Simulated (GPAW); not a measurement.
# Geometry or basis: what sets the conductance of a C6 chain between two Ir chains

How well does a C6 chain between two Ir chains conduct once its atoms have relaxed, and how much do cheaper levels lose?

Calculated with GPAW 26.7.0; GPAW LCAO, PAW setups; relaxation of the junction within the symmetry of its start, lead ends held, in the first sound run; inputs show where later runs differ.

### 1. The structure

The cell holds 22 atoms: 16 Ir and 6 C. Its edges and angles: a = 9.000 Å, b = 9.000 Å, c = 44.387 Å, α = 90.0°, β = 90.0°, γ = 90.0°. Regions: left lead, 8 atoms (8 Ir); channel, 6 atoms (6 C); right lead, 8 atoms (8 Ir). Vacuum lies along a and b. The structure is stacked along c, and the current runs across the ab planes.

### 2. Relaxation

Transmission follows bond lengths closely, so the atoms between the held lead ends are relaxed first, within whatever symmetry the start has.

The input, run.py:

```python
import json
from ase import Atoms
from ase.constraints import FixAtoms
from ase.optimize import BFGS
from gpaw import GPAW, FermiDirac

device = Atoms(
    ['Ir', 'Ir', 'Ir', 'Ir', 'Ir', 'Ir', 'Ir', 'Ir', 'C', 'C', 'C', 'C', 'C', 'C', 'Ir', 'Ir', 'Ir', 'Ir', 'Ir', 'Ir', 'Ir', 'Ir'],
    positions=[
        [4.50000, 4.50000, 1.15000],
        [4.50000, 4.50000, 3.45000],
        [4.50000, 4.50000, 5.75000],
        [4.50000, 4.50000, 8.05000],
        [4.50000, 4.50000, 10.35000],
        [4.50000, 4.50000, 12.65000],
        [4.50000, 4.50000, 14.95000],
        [4.50000, 4.50000, 17.25000],
        [4.50000, 4.50000, 19.00850],
        [4.50000, 4.50000, 20.23850],
        [4.50000, 4.50000, 21.57850],
        [4.50000, 4.50000, 22.80850],
        [4.50000, 4.50000, 24.14850],
        [4.50000, 4.50000, 25.37850],
        [4.50000, 4.50000, 27.13700],
        [4.50000, 4.50000, 29.43700],
        [4.50000, 4.50000, 31.73700],
        [4.50000, 4.50000, 34.03700],
        [4.50000, 4.50000, 36.33700],
        [4.50000, 4.50000, 38.63700],
        [4.50000, 4.50000, 40.93700],
        [4.50000, 4.50000, 43.23700]],
    cell=[[9.0, 0.0, 0.0], [0.0, 9.0, 0.0], [0.0, 0.0, 44.387]],
    pbc=True)

device.set_constraint(FixAtoms([0, 1, 2, 3, 4, 5, 6, 15, 16, 17, 18, 19, 20, 21]))
device.calc = GPAW(mode='lcao', basis='dzp', xc='PBE', h=0.18,
                   kpts={'size': (1, 1, 2), 'gamma': True},
                   symmetry={'tolerance': 1e-3, 'extra_ids': [1, 1, 1, 1, 1, 1, 1, 0, 0, 0, 0, 0, 0, 0, 0, 1, 1, 1, 1, 1, 1, 1]},
                   occupations=FermiDirac(0.1), maxiter=250,
                   mixer=dict(beta=0.1, nmaxold=8, weight=100.0),
                   convergence=dict(density=0.0001), txt='relax.txt')
path = []
opt = BFGS(device, maxstep=0.15)
opt.attach(lambda: path.append((device.get_potential_energy(), device.positions.tolist(), device.get_forces().tolist())))
relaxed = bool(opt.run(fmax=0.05, steps=50))
json.dump(dict(relaxed=relaxed, path=path, positions=device.positions.tolist(), moments=device.get_magnetic_moments().tolist(),
               forces=device.get_forces(apply_constraint=False).tolist()), open('result.json', 'w'))
```

The run is started by

```sh
OMP_NUM_THREADS=1 OPENBLAS_NUM_THREADS=1 python run.py
```

Output:

```text
Step          Energy          fmax
BFGS:    0     -121.347669        6.194123
BFGS:    1     -120.872308       11.112744
BFGS:    2     -121.805870        1.449469
BFGS:    3     -121.800899        1.281258
BFGS:    4     -121.828338        0.026255
```

Wall time 12 min (1 thread of Arm Neoverse V2, shared host); peak memory 2.1 GiB.

Relaxation path:

```csv
step,energy less that of the first step (eV),largest force (eV/Å)
1,0.0000,6.1941
2,0.4623,11.1127
3,-0.4719,1.4495
4,-0.4674,1.2813
5,-0.4957,0.0263
```

The atoms that moved most (Å):

```csv
atom,dx,dy,dz,length
Ir15,0.000,0.000,0.044,0.044
Ir8,0.000,0.000,-0.044,0.044
C10,0.000,0.000,0.043,0.043
C13,0.000,0.000,-0.043,0.043
C11,0.000,0.000,-0.018,0.018
C12,0.000,0.000,0.018,0.018
```

The relaxation lowered the energy of the cell by 0.496 eV (energies extrapolated to zero smearing; the optimiser's log prints free energies). The largest force left on a free atom is 0.026 eV/Å.

### 3. GPAW, dzp

The script solves lead and junction separately, takes H and S in the orbital basis, and joins semi-infinite leads through their self-energies; the dzp basis is the working standard.

This step: GPAW LCAO, PAW setups; Landauer transmission from Green's functions with principal layers (ASE), zero bias (GPAW 26.7.0).

The input, run.py:

```python
import json
import numpy as np
from ase import Atoms
from ase.transport.calculators import TransportCalculator
from gpaw import GPAW, FermiDirac
from gpaw.lcao.tools import get_lcao_hamiltonian
from scipy.linalg import eigh

# The junction with lead layers at both ends, along the third cell vector
device = Atoms(
    ['Ir', 'Ir', 'Ir', 'Ir', 'Ir', 'Ir', 'Ir', 'Ir', 'C', 'C', 'C', 'C', 'C', 'C', 'Ir', 'Ir', 'Ir', 'Ir', 'Ir', 'Ir', 'Ir', 'Ir'],
    positions=[
        [4.50000, 4.50000, 1.15000],
        [4.50000, 4.50000, 3.45000],
        [4.50000, 4.50000, 5.75000],
        [4.50000, 4.50000, 8.05000],
        [4.50000, 4.50000, 10.35000],
        [4.50000, 4.50000, 12.65000],
        [4.50000, 4.50000, 14.95000],
        [4.50000, 4.50000, 17.20628],
        [4.50000, 4.50000, 19.00488],
        [4.50000, 4.50000, 20.28111],
        [4.50000, 4.50000, 21.56074],
        [4.50000, 4.50000, 22.82626],
        [4.50000, 4.50000, 24.10589],
        [4.50000, 4.50000, 25.38212],
        [4.50000, 4.50000, 27.18072],
        [4.50000, 4.50000, 29.43700],
        [4.50000, 4.50000, 31.73700],
        [4.50000, 4.50000, 34.03700],
        [4.50000, 4.50000, 36.33700],
        [4.50000, 4.50000, 38.63700],
        [4.50000, 4.50000, 40.93700],
        [4.50000, 4.50000, 43.23700]],
    cell=[[9.0, 0.0, 0.0], [0.0, 9.0, 0.0], [0.0, 0.0, 44.387]],
    pbc=True)

# One principal layer of the lead: the first 5 atoms of the device
lead = Atoms(
    ['Ir', 'Ir', 'Ir', 'Ir', 'Ir'],
    positions=[
        [4.50000, 4.50000, 1.15000],
        [4.50000, 4.50000, 3.45000],
        [4.50000, 4.50000, 5.75000],
        [4.50000, 4.50000, 8.05000],
        [4.50000, 4.50000, 10.35000]],
    cell=[[9.0, 0.0, 0.0], [0.0, 9.0, 0.0], [0.0, 0.0, 11.5]],
    pbc=True)

settings = dict(mode='lcao', basis='dzp', xc='PBE', h=0.2,
                occupations=FermiDirac(0.1), maxiter=250,
                mixer=dict(beta=0.1, nmaxold=8, weight=100.0),
                convergence=dict(density=0.0001))
energies = np.arange(-2, 2 + 1e-9, 0.025)
eta = 0.0001
n1, n2 = 1, 1
# k and -k transmit alike, so half of the mesh across the current serves
mesh = [(i, j) for i in range(n1) for j in range(n2) if (i, j) <= (-i % n1, -j % n2)]
weights = np.array([1 if (i, j) == (-i % n1, -j % n2) else 2 for i, j in mesh]) / (n1 * n2)


def ground_state(atoms, size, txt):
    atoms.calc = GPAW(kpts={'size': size, 'gamma': True}, symmetry={'tolerance': 1e-3}, txt=txt, **settings)
    atoms.get_potential_energy()
    return atoms.calc.get_fermi_level()


def blocks(atoms, fermi, points, nz, cells):
    """H - E_F S and S between cell 0 and the cells above it, at each point across the current."""
    kz = np.arange(nz) / nz
    calc = atoms.calc.fixed_density(kpts=[(*k, z) for k in points for z in kz], symmetry='off', txt=None)
    H, S = get_lcao_hamiltonian(calc)
    H = (H - fermi * S).reshape(len(H), len(points), nz, *S.shape[1:])
    S = S.reshape(H.shape[1:])
    phases = [np.exp(-2j * np.pi * kz * R) / nz for R in cells]
    return [(np.einsum('skzij,z->ksij', H, p), np.einsum('kzij,z->kij', S, p)) for p in phases]


def pair(a, b):
    return np.block([[a, b], [b.T.conj(), a]])


def count_channels(h, s, cells, nk=240):
    """Half the number of times that the lead's bands cross each energy, unfolded to its shortest repeat."""
    b = len(h) // cells
    bands = []
    for k in (np.arange(nk + 1) + 0.5) / nk:
        hk, sk = h[:b, :b].copy(), s[:b, :b].copy()
        for R in range(1, cells):
            phase, block = np.exp(2j * np.pi * k * R), slice(R * b, (R + 1) * b)
            hk += h[:b, block] * phase + (h[:b, block] * phase).T.conj()
            sk += s[:b, block] * phase + (s[:b, block] * phase).T.conj()
        w, u = eigh(sk)
        x = u[:, w > 1e-5] / w[w > 1e-5]**0.5  # drop near-dependent combinations
        bands.append(np.r_[eigh(x.T.conj() @ hk @ x, eigvals_only=True), [1e9] * (w <= 1e-5).sum()])
    below = np.array(bands)[:, :, None] < energies
    return (below[1:] != below[:-1]).sum((0, 1)) / 2


fermi_lead = ground_state(lead, (1, 1, 10), 'lead.txt')
fermi_device = ground_state(device, (1, 1, 2), 'device.txt')
T, channels, eigen, tail, misfit, shifts = [], [], [], 0.0, 0.0, []
for first in range(0, len(mesh), 229):
    points = [(i / n1, j / n2) for i, j in mesh[first:first + 229]]
    (H0k, S0k), (H1k, S1k), (H2k, _) = blocks(lead, fermi_lead, points, 5, range(3))
    [(Hk, Sk)] = blocks(device, fermi_device, points, 2, [0])
    tail = max(tail, abs(H2k).max())
    for H0, S0, H1, S1, H, S in zip(H0k, S0k, H1k, S1k, Hk, Sk):
        n = len(S0)
        # Shift the lead onto the potential of the device's first layer
        shift = ((H[:, 0, 0] - H0[:, 0, 0]) / S0[0, 0]).real.mean()
        shifts.append(shift)
        misfit = max(misfit, abs(H[:, :n, :n] - H0 - shift * S0).max())
        Tk, Ck, Ek = [], [], []
        for s in range(len(H)):
            t = s % len(H0)  # a lead without moments serves both spins
            h1, s1 = pair(H0[t] + shift * S0, H1[t] + shift * S1), pair(S0, S1)
            leads = dict(h1=h1, s1=s1, energies=energies, eta=eta, eta1=eta, eta2=eta)
            calc = TransportCalculator(h=H[s], s=S, eigenchannels=3, **leads)
            Tk.append(calc.get_transmission())
            Ek.append(np.sort(calc.eigenchannels_ne, axis=0)[::-1])
            Ck.append(count_channels(h1, s1, 10))
        T.append(Tk)
        channels.append(Ck)
        eigen.append(Ek)
T, channels = np.array(T), np.array(channels)
mean, open_channels = np.einsum('kse,k->se', T, weights), np.einsum('kse,k->se', channels, weights)

print(f'basis functions: device {len(S)}, principal layer {n}')
print(f'Fermi level: lead {fermi_lead:.4f} eV, device {fermi_device:.4f} eV; lead shifted by {np.mean(shifts):.4f} eV')
print(f'largest coupling past the next layer {tail:.2e} eV, largest misfit of the first layer {misfit:.3f} eV')
print('  E-E_F (eV)   ' + 'T (one spin)  channels')
for e, t, c in zip(energies, mean.T, open_channels.T):
    print(f'{e:10.3f}  ', *[f'{x:11.4e}' for x in t], *[f'{x:9.4f}' for x in c])

kT = 8.617333e-5 * 300
fine = np.linspace(energies[0], energies[-1], 4001)
both = np.exp(np.interp(fine, energies, np.log(np.maximum(mean.sum(0) * 2 / len(mean), 1e-30))))
fermi = lambda mu: 1 / (1 + np.exp(np.clip((fine - mu) / kT, -200, 200)))
slope = fermi(0) * (1 - fermi(0)) / kT
G = np.trapezoid(both * slope, fine) / 2
seebeck = -np.trapezoid(both * slope * fine, fine) / (2 * G * 300) * 1e6
print(f'conductance at 300 K: {G:.5g} G0 a cell; thermopower {seebeck:.4g} uV/K')
bias = [0.1, 0.2, 0.5, 1.0, 1.5, 2.0]
current = [38.74 * np.trapezoid(both * (fermi(V / 2) - fermi(-V / 2)), fine) for V in bias]
for V, I in zip(bias, current):
    print(f'current from the zero-bias T(E) at {V} V: {I:.5g} uA')
zero = abs(energies).argmin()
json.dump(dict(energies=energies.tolist(), T=mean.tolist(), channels=open_channels.tolist(), G=G, seebeck=seebeck,
               bias=bias, current=current, tail=tail, misfit=misfit, shift=np.mean(shifts), n_device=len(S), n_lead=n,
               fermi=[fermi_lead, fermi_device], energy=device.get_potential_energy(),
               moments=device.get_magnetic_moments().tolist(), mesh=mesh, weights=weights.tolist(),
               T_k=T[:, :, zero].tolist(), eigen=np.array(eigen[0]).tolist()), open('result.json', 'w'))
```

Output:

```text
basis functions: device 510, principal layer 135
Fermi level: lead -3.8817 eV, device -4.0022 eV; lead shifted by -0.0035 eV
largest coupling past the next layer 1.48e-06 eV, largest misfit of the first layer 0.102 eV
  E-E_F (eV)   T (one spin)  [channel counts left out]
    -2.000    1.8526e+00
    -1.975    1.8564e+00
    -1.950    1.8604e+00
    -1.925    1.8645e+00
    -1.900    1.8688e+00
    -1.875    1.8731e+00
    -1.850    1.8774e+00
    -1.825    1.8818e+00
    -1.800    1.8862e+00
    -1.775    1.8905e+00
    -1.750    1.8947e+00
    -1.725    1.8989e+00
    -1.700    1.9030e+00
    -1.675    1.9070e+00
    -1.650    1.9109e+00
    -1.625    1.9147e+00
[...]
1.825    4.7433e-01
     1.850    3.7488e-01
     1.875    2.6876e-01
     1.900    1.5533e-01
     1.925    3.3867e-02
     1.950    1.4982e-05
     1.975    1.4931e-05
     2.000    1.4969e-05
conductance at 300 K: 1.9912 G0 a cell; thermopower 0.04672 uV/K
current from the zero-bias T(E) at 0.1 V: 15.428 uA
current from the zero-bias T(E) at 0.2 V: 30.853 uA
current from the zero-bias T(E) at 0.5 V: 77.093 uA
current from the zero-bias T(E) at 1.0 V: 153.89 uA
current from the zero-bias T(E) at 1.5 V: 230.04 uA
current from the zero-bias T(E) at 2.0 V: 304.88 uA
```

Run time: 4 min. Hardware: 1 thread; peak memory 1.6 GiB.

Numbers from this step:

| Quantity | Value |
| --- | --- |
| conductance | 1.991 G₀ |
| largest coupling past the next principal layer | 1.48e-6 eV |
| largest misfit of the first principal layer | 0.1020 eV |
| shift that aligns the lead | -0.003484 eV |
| basis functions of the junction | 510 |
| basis functions of a principal layer | 135 |
| transmission at the Fermi level (one spin) | 1.991 |

One spin. The transmission, zone mean by energy, zero at the Fermi level:

```csv
energy (eV),"transmission, zone mean"
-2.000,1.85
-1.900,1.87
-1.800,1.89
-1.700,1.90
-1.600,1.92
-1.500,1.93
-1.400,1.95
-1.300,1.96
-1.200,1.97
-1.100,1.98
-1.000,1.99
-0.900,2.00
-0.800,2.00
-0.700,2.00
-0.600,1.99
-0.500,1.99
-0.400,1.99
-0.300,1.99
-0.200,1.99
-0.100,1.99
0.000,1.99
0.100,1.99
0.200,1.99
0.300,1.98
0.400,1.97
0.500,1.96
0.600,1.94
0.700,1.92
0.800,1.90
0.900,1.86
1.000,1.82
1.100,1.77
1.200,1.69
1.300,1.60
1.400,1.49
1.500,1.33
1.600,1.14
1.700,0.888
1.800,0.568
1.900,0.155
2.000,1.5e-5
```

Not self-consistent under bias; the bias window is split evenly. The current through one cell, from the zero-bias transmission by bias:

```csv
bias (V),"current through one cell, from the zero-bias transmission (μA)"
0.100,15.4
0.200,30.9
0.500,77.1
1.000,154
1.500,230
2.000,305
```

Table of transmission of the three most open eigenchannels by energy, zero at the Fermi level:

```csv
energy (eV),channel 1,channel 2,channel 3
-2.000,0.926,0.926,2.6e-5
-1.900,0.934,0.934,2.6e-5
-1.800,0.943,0.943,2.5e-5
-1.700,0.951,0.951,2.4e-5
-1.600,0.959,0.959,2.4e-5
-1.500,0.966,0.966,2.3e-5
-1.400,0.973,0.973,2.3e-5
-1.300,0.979,0.979,2.3e-5
-1.200,0.986,0.986,2.3e-5
-1.100,0.991,0.991,2.3e-5
-1.000,0.995,0.995,2.3e-5
-0.900,0.998,0.998,2.3e-5
-0.800,0.999,0.999,2.3e-5
-0.700,0.998,0.998,2.3e-5
-0.600,0.997,0.997,2.4e-5
-0.500,0.996,0.996,2.5e-5
-0.400,0.996,0.996,2.6e-5
-0.300,0.996,0.996,2.7e-5
-0.200,0.996,0.996,2.8e-5
-0.100,0.996,0.996,3.0e-5
0.000,0.996,0.996,3.2e-5
0.100,0.995,0.995,3.5e-5
0.200,0.993,0.993,3.7e-5
0.300,0.990,0.990,3.9e-5
0.400,0.986,0.986,3.9e-5
0.500,0.979,0.979,3.8e-5
0.600,0.971,0.971,3.7e-5
0.700,0.961,0.961,3.6e-5
0.800,0.948,0.948,3.3e-5
0.900,0.931,0.931,2.1e-5
1.000,0.910,0.910,1.8e-5
1.100,0.883,0.883,1.7e-5
1.200,0.847,0.847,1.6e-5
1.300,0.802,0.802,1.5e-5
1.400,0.743,0.743,1.5e-5
1.500,0.667,0.667,1.5e-5
1.600,0.569,0.569,1.5e-5
1.700,0.444,0.444,1.5e-5
1.800,0.284,0.284,1.5e-5
1.900,0.0777,0.0777,1.5e-5
2.000,1.5e-5,3.9e-9,3.9e-9
```

Couplings past the next layer reach 1.5e-6 eV, small enough to drop; the matrix elements of the cell's first layer differ from the bulk lead's by up to 0.10 eV. That layer keeps its own values in the calculation, and only beyond it is the lead taken as perfect. The Fermi levels of lead and junction count from different zeros of potential, one for each periodic cell; with both set to zero, the small remaining shift is what aligns them. Without spin-orbit coupling, which is large for these atoms, channel counts and T are those of the scalar-relativistic bands. By hand: G = 1.991 × 77.48 μS = 154 μS, a resistance of 6.48 kΩ; at 0.1 V a linear junction would pass 15.4 μA, and the integral over the bias window gives 15.4 μA.

(Continued in part 2 of 3.)

[Logs are printed without paths, hosts, clocks, repeated set-up lines and the standing remarks that a program may print on its own settings, such as how far it seeks lower states.]

[Hosts, paths, dates, database ids (printed as entryN), source tags and the programs' standing remarks are cut or masked in the printed files.]
